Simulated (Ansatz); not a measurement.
# ZnCu2SiTe4: which shell does photoemission see at 21.2 and 60 eV? (r²SCAN)

The valence band of ZnCu2SiTe4 mixes several shells. Work out by hand which one leads the spectrum's area at each photon energy.

Filled states come from the projected DOS of Ansatz 0.2.0 (r²SCAN, plane waves); cross sections σ and asymmetry parameters β are those of free atoms in a Dirac–Hartree–Slater calculation. A shell's area is states × σ × angular factor, which is 1 + β·P₂(cos θ) for linear light, with θ = 54.7° from the polarisation and P₂ = 0.001.

**At 21.2 eV** (states counted from 11.2 eV below the zero; other shells add 0.53 to the products' sum of 45.3):

```
shell  filled states a cell  cross section (Mb an electron)      β  angular factor  product  share by hand (%)  share in the simulated spectrum (%)
Te 5p                 18.21                            1.38   1.91            1.00     25.2                 56                                   56
Zn 3d                  9.91                           0.394   0.01            1.00     3.91                  9                                    9
Cu 3d                 19.60                           0.796  -0.20            1.00     15.6                 34                                   34
```

**At 60 eV** (states counted from 15.0 eV below the zero; other shells add 1.1 to the products' sum of 31.1):

| shell | filled states a cell | cross section (Mb an electron) | β | angular factor | product | share by hand (%) | share in the simulated spectrum (%) |
| --- | --- | --- | --- | --- | --- | --- | --- |
| Te 5p | 18.35 | 0.0499 | 0.31 | 1.00 | 0.915 | 3 | 3 |
| Zn 3d | 9.98 | 0.934 | 0.19 | 1.00 | 9.33 | 30 | 30 |
| Cu 3d | 19.69 | 1.01 | 0.34 | 1.00 | 19.8 | 64 | 64 |

Te 5p leads at 21.2 eV and Cu 3d at 60 eV. Between the two energies σ of Te 5p changes by a factor 0.036 and that of Cu 3d by 1.3, so their ratio moves 35-fold in favour of the second. The simulated spectrum uses the same rule on the energy-resolved DOS, so the two share columns agree within a few points.

Only crystals where the two columns agree within 4 points and the lead is clear are worked in this form. Free-atom cross sections ignore the solid's final states, no escape depth or background enters, and the count of states a shell hangs on the projection.

[Logs are printed without paths, hosts, clocks, repeated set-up lines and the standing remarks that a program may print on its own settings, such as how far it seeks lower states.]
